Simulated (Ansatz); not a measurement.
# MgTiS3 (model cell, started as cubic perovskite with Ti in the octahedra): phonons and vibrational spectra

Aim: the phonons of MgTiS3 (model cell, started as cubic perovskite with Ti in the octahedra) at a cell relaxed beforehand at this level. After the zone centre comes a 4×4×4 q mesh on a 8×8×8 k mesh.

Calculated with Ansatz 0.2.0; DFT PBE, scalar-relativistic, plane waves, PAW; PAW set soft_1.

The structure was built from a prototype and need not be the compound's stable phase.

## 1. The starting structure

Symmetry: Pm-3m, No. 221, cubic system. The conventional cell has a = 4.709 Å, b = 4.709 Å, c = 4.709 Å, α = 90.00°, β = 90.00°, γ = 90.00°. Mg has 12 S at 3.33 Å nearest. Nearest to Ti lie 6 S at 2.35 Å. Nearest to S lie 2 Ti at 2.35 Å. Farther neighbours and most contacts between anions are not listed.

## 2. Zone-centre response

The cell comes from relaxations at this level that are not shown. The zone centre comes first: it holds the modes that light can see, as far as symmetry allows. No field response is asked, since the mesh shows no gap.

Input file input.yaml:

```yaml
crystal:
  lattice:
    - [4.7086208483, 0.0, 0.0]
    - [0.0, 4.7086208483, 0.0]
    - [0.0, 0.0, 4.7086208483]
  atoms:
    - { symbol: Mg, position: [0.0, 0.0, 0.0] }
    - { symbol: Ti, position: [0.5, 0.5, 0.5] }
    - { symbol: S, position: [0.5, 0.5, 0.0] }
    - { symbol: S, position: [0.5, 0.0, 0.5] }
    - { symbol: S, position: [0.0, 0.5, 0.5] }
kpoints:
  mp_grid: { grid: [8, 8, 8] }
hamiltonian:
  xc: pbe
  pseudopotentials: { kind: paw, azcp: { folder: soft_1 } }
scf:
  occupations: { method: methfessel_paxton, width: 0.2 }
output:
  eigenvalues: true
phonons:
  method: dfpt
```

Command:

```
$ ansatz run input.yaml --threads 4 --pin off --max-ram 16384MiB --backend cpu --events-out ev --progress --plain --runs-dir out
```

Numbers of over 12 decimals in the logs are rounded to 6 here.

The log of the run:

```text
zone centre: on kpoints.mp_grid the ground state, and the responses unless they are solved on pairs of k-points, stand on 125 of the mesh's 512 k-points, reduced under 8 symmetry operations, with k and −k counted as one. Each operation leaves every solved displacement unchanged or reverses it
Engine: ansatz 0.2.0, aarch64-unknown-linux-gnu
Pseudopotentials: kind: paw
Pseudopotential: Mg, paw, valence charge 10, recommended cutoff 420 eV (normal), soft_1/Mg.paw.azcp
Pseudopotential: Ti, paw, valence charge 12, recommended cutoff 420 eV (normal), soft_1/Ti.paw.azcp
Pseudopotential: S, paw, valence charge 6, recommended cutoff 420 eV (normal), soft_1/S.paw.azcp
Functional definition: PBE
  parameter kappa = 0.804
  parameter beta = 0.066725
  exchange = pbe_x(kappa = kappa, mu = beta*pi^2/3)
  correlation = pbe_c(beta = beta)
Crystal: 5 atoms, lattice volume = 104.395 Å³
Basis set: ecut = 420 eV, 2007 PW (Γ), exchange–correlation on 64×64×64 points (8 copies of the dense FFT grid, shifted against one another)
Bands: 25, of which v1, the nominal top of the filled ones, is band 20 counted from 1 (19 counted from 0)
Symmetry: 48 space group operations
k-points: 125 of 512 (irreducible under 8 space group operations)
Non-local potential: Mg, projectors of the file, l = 0: 3, l = 1: 2, l = 2: 1
Non-local potential: Ti, projectors of the file, l = 0: 3, l = 1: 2, l = 2: 3, l = 3: 1
Non-local potential: S, projectors of the file, l = 0: 2, l = 1: 2, l = 2: 1
PAW form: soft (Blöchl's): semilocal exchange-correlation on the pseudo side does not see the compensation charge
PAW one-centre angular grid: Mg, 110 points (default); XC on 64 Gauss nodes
PAW one-centre angular grid: Ti, 590 points (default); XC on 64 Gauss nodes
PAW one-centre angular grid: S, 110 points (default); XC on 64 Gauss nodes
Initial density: superposition of atomic densities (chi_scale 0.1, normalization cell, long waves kept (reshape's long-wave potential 0.00 eV rms))
Initial wavefunctions: pseudopotential atomic-orbital guess
Functional: x = pbe(κ = 0.804, μ = 0.219515), c = pbe(β = 0.066725)
SCF iter   1: F=—  HF=-7134.452427 eV  |F-HF|=—  |Δ(HF+E_count)|=         —  Δρ=5.89e-2  dr2=8.64e0  ethr=3.10e-3  ⟨swp⟩=6.9  Hψ=35290  notcnv=0
automatic band count: the SCF goes on with 30 bands, as 25 were too few: they end inside the smearing window of the response
preconditioner: auto → Kerker (q_TF=auto, 2.325 Å⁻¹)  [metal: Δε(μ)=0.008 eV  Ē_g=8.775 eV  σ=0.200 eV  W_gap=0.03  n_scr=26 (ndim 8)  ℏωp=17.8 eV  f_vac=0.000  D(μ)=4.68/eV (n_scr^D=32)]
SCF iter   2: F=—  HF=-7133.699533 eV  |F-HF|=—  |Δ(HF+E_count)|=   7.53e-1  S|Δr|=    0.00e0  Δρ=2.91e-2  dr2=2.63e0  ethr=3.10e-3  ⟨swp⟩=2.0  Hψ=5642  notcnv=0  defer=165
SCF iter   3: F=—  HF=-7133.302937 eV  |F-HF|=—  |Δ(HF+E_count)|=   3.97e-1  S|Δr|=    0.00e0  Δρ=6.57e-3  dr2=1.85e-1  ethr=3.10e-3  ⟨swp⟩=3.5  Hψ=6113  notcnv=0  defer=165
SCF iter   4: F=—  HF=-7133.263240 eV  |F-HF|=—  |Δ(HF+E_count)|=   3.97e-2  S|Δr|=    0.00e0  Δρ=2.03e-3  dr2=1.22e-2  ethr=4.61e-4  ⟨swp⟩=1.6  Hψ=4736  notcnv=0  defer=180
SCF iter   5: F=—  HF=-7133.260244 eV  |F-HF|=—  |Δ(HF+E_count)|=   3.00e-3  S|Δr|=    0.00e0  Δρ=7.39e-4  dr2=5.50e-4  ethr=3.04e-5  ⟨swp⟩=2.1  Hψ=5891  notcnv=0  defer=180
SCF iter   6: F=—  HF=-7133.260014 eV  |F-HF|=—  |Δ(HF+E_count)|=   2.30e-4  S|Δr|=    0.00e0  Δρ=2.50e-4  dr2=8.49e-5  ethr=1.37e-6  ⟨swp⟩=2.5  Hψ=5738  notcnv=0  defer=180
SCF iter   7: F=—  HF=-7133.260028 eV  |F-HF|=—  |Δ(HF+E_count)|=   1.39e-5  S|Δr|=    0.00e0  Δρ=7.19e-5  dr2=4.52e-6  ethr=2.12e-7  ⟨swp⟩=2.2  Hψ=5821  notcnv=0  defer=180
SCF iter   8: F=—  HF=-7133.260034 eV  |F-HF|=—  |Δ(HF+E_count)|=   5.45e-6  S|Δr|=    0.00e0  Δρ=1.29e-5  dr2=2.21e-7  ethr=1.13e-8  ⟨swp⟩=2.0  Hψ=5029  notcnv=0  defer=180
SCF iter   9: F=—  HF=-7133.260035 eV  |F-HF|=—  |Δ(HF+E_count)|=   1.04e-6  S|Δr|=    0.00e0  Δρ=4.05e-6  dr2=2.33e-8  ethr=5.53e-10  ⟨swp⟩=2.0  Hψ=4562  notcnv=0  defer=188
SCF iter  10: F=—  HF=-7133.260035 eV  |F-HF|=—  |Δ(HF+E_count)|=   1.86e-8  S|Δr|=    0.00e0  Δρ=8.51e-7  dr2=8.59e-10  ethr=5.83e-11  ⟨swp⟩=2.2  Hψ=4968  notcnv=0  defer=188
SCF iter  11: F=—  HF=-7133.260035 eV  |F-HF|=—  |Δ(HF+E_count)|=  7.99e-10  S|Δr|=    0.00e0  Δρ=1.95e-7  dr2=4.19e-11  ethr=2.15e-12  ⟨swp⟩=2.2  Hψ=5424  notcnv=0  defer=188
SCF iter  12: F=-7133.260035 eV  HF=-7133.260035 eV  |F-HF|=1.82e-12  |Δ(HF+E_count)|=  3.82e-11  S|Δr|=    0.00e0  Δρ=5.17e-8  dr2=3.39e-12  ethr=1.00e-12  ⟨swp⟩=13.8  Hψ=20963  notcnv=0
SCF 1 converged in 12 iterations: F = -7133.260035 eV  dr2 = 3.39e-12
  greatest PAW one-centre occupation: 1.000 electrons in one spin orbital (limit 2), on the Mg atom at site 0 (counted from 0), in its partial waves of l = 0
DFPT response loops at Γ: preconditioner auto → Kerker (q_TF=auto, 2.325 Å⁻¹) (partly filled bands, converged f_vac=0.000); β = 1.00, the filter's whole step (`scf.mixing.beta` (0.50) is not read by the response loops under this deck's `scf.mixing.preconditioner`; to damp them name `kerker` or `kerker_dos`, under which they read `scf.mixing.beta`, and type it under 1.00, their step now; both keys bind the ground state too); Broyden in place of MSR1
SCF converged after 12 iterations
Stability not checked: this state was not tested for a lower state beside it, because cold or Methfessel-Paxton smearing, or corrected tetrahedra, fill the levels in a way that the test cannot read (fill_not_monotonic; see scf.lower_state_search)
Free energy (F): -7133.260035 eV
Harris-Foulkes:  -7133.260035 eV  (|F-HF|=1.82e-12)
Internal energy: -7133.255499 eV  (E = F + TS)
E sigma→0 (E₀):  -7133.258901 eV
Entropy (-TS):   -0.004536 eV (-0.907 meV/atom)
Fermi energy:    6.744362 eV
Step filling:    the computed levels leave a gap of 0.0025 eV = 0.0 smearing widths at the electron count; against every level under it full and every level over it empty, smearing changes F+E_penalty+E_count by -4.165 meV and its σ→0 estimate by -3.031 meV
--- Per-component energies (eV) ---
  E_band       = -598.243119
  E_kinetic    = 666.377019
  E_local      = -3415.665772  (includes V_loc(G=0)·N_el)
  E_nonlocal   = 358.029041
  E_hartree    = 1234.655170
  E_xc         = -408.952745
  E_vxc        = -427.190564  (∫ρ·V_xc dr)
  E_paw        = -3169.854617  (= ΣΔE_a)
  E_vpaw       = -249.102894  (= ΣTr[D̂ρ^β])
  E_aug_tail   = -0.000231  (compensation charges beyond the density's cutoff)
  E_ewald      = -2397.843363
  E_smearing   = -0.004536  (= −TS)
  E_closure    = -0.000000  (closes the sum)
  Σ components = -7133.260035   (vs F -7133.260035, Δ=0.00e0)
--- Band table (eV; the first three rows and the last of 125) ---
  k-point 0: bands = [... 16 lower, 5.4811, 6.2034, 6.2034, 6.2034, 6.2369, 6.6086, 6.6086, 6.6086, ... 6 higher]
  k-point 1: bands = [... 16 lower, 5.3711, 5.4446, 6.0339, 6.0339, 6.6173, 6.7226, 7.1285, 7.1285, ... 6 higher]
  k-point 2: bands = [... 16 lower, 4.5700, 5.1297, 6.0066, 6.0066, 6.6385, 7.4671, 7.8170, 7.8170, ... 6 higher]
  k-point 124: bands = [... 16 lower, 2.9053, 6.0356, 6.9574, 6.9574, 6.9574, 8.5181, 8.5181, 8.5181, ... 6 higher]
--- Phonons (Γ-DFPT): 4 representative perturbations + reference, on 125 of 512 k-points (Σ response iterations 12) ---
  k mesh reduced under 8 symmetry operations, with k and −k counted as one. Each operation leaves every solved displacement unchanged or reverses it
  ASR residual: 4.276e-5 → 0.000e0 eV/Å²; symmetrization residual: 5.118e-6 eV/Å²
  ASR residual per site (eV/Å²): 1.32e-5 1.85e-5 4.28e-5 4.28e-5 4.28e-5
  Γ frequencies (cm⁻¹): -195.77 -195.77 -195.77 -183.46 -183.46 -183.46 -91.80 -91.80 -91.80 0.00 0.00 0.00 361.20 361.20 361.20
  non-analytic LO–TO correction: not included (Born effective charges unavailable; polar crystals: no LO–TO splitting at Γ)
```

Elapsed: 46 s, on 4 threads of Arm Neoverse V1, shared host; peak memory 1.3 GiB.

This step gave:

```yaml
volume_per_atom: 20.88 Å³
gap_on_the_k_mesh: 0 eV
sum_rule_residual_before_enforcement: 4.28e-5 eV/Å²
point_group: m-3m
highest_optical_mode_at_the_zone_centre_no_lo_to_term: 361.2 cm⁻¹
lowest_optical_zone_centre_mode: -195.8 cm⁻¹
```

Patterns of degenerate modes are one choice out of their space. The modes at Γ (shares of kinetic energy by element, %) (negative means imaginary):

| mode | frequency (cm⁻¹) | symmetry | Mg % | Ti % | S % |
| --- | --- | --- | --- | --- | --- |
| 1 | -195.8 | T2u | 0 | 0 | 100 |
| 2 | -195.8 | T2u | 0 | 0 | 100 |
| 3 | -195.8 | T2u | 0 | 0 | 100 |
| 4 | -183.5 | T1u | 68 | 2 | 30 |
| 5 | -183.5 | T1u | 68 | 2 | 30 |
| 6 | -183.5 | T1u | 68 | 2 | 30 |
| 7 | -91.8 | T1u | 17 | 59 | 24 |
| 8 | -91.8 | T1u | 17 | 59 | 24 |
| 9 | -91.8 | T1u | 17 | 59 | 24 |
| 10 | 0.0 | acoustic | 14 | 28 | 57 |
| 11 | 0.0 | acoustic | 14 | 28 | 57 |
| 12 | 0.0 | acoustic | 14 | 28 | 57 |
| 13 | 361.2 | T1u | 0 | 11 | 89 |
| 14 | 361.2 | T1u | 0 | 11 | 89 |
| 15 | 361.2 | T1u | 0 | 11 | 89 |

Displacements in mode 3 (-195.8 cm⁻¹), the largest set to 1:
```
Mg1  0.00  0.00  0.00
Ti2  0.00  0.00  0.00
S3  -0.10 -0.07  0.00
S4   0.10  0.00 -1.00
S5   0.00  0.07  1.00
```

Displacements in mode 4 (-183.5 cm⁻¹), the largest set to 1:
```
Mg1  1.00  0.00  0.00
Ti2  0.12  0.00  0.00
S3  -0.39  0.00  0.00
S4  -0.39  0.00  0.00
S5  -0.15  0.00  0.00
```

Before it was imposed, the acoustic sum rule was missed by 4.3e-5 eV/Å². Small misses are needed for a sound result but don't prove that mesh and cutoff are converged. The lowest optical mode is imaginary, 195.8i cm⁻¹, so the energy falls along it.

(Part 1 of 2 ends here.)

[Logs are printed without paths, hosts, clocks, repeated set-up lines and the standing remarks that a program may print on its own settings, such as how far it seeks lower states.]

[Hosts, paths, dates, database ids (printed as entryN), source tags and the programs' standing remarks are cut or masked in the printed files.]
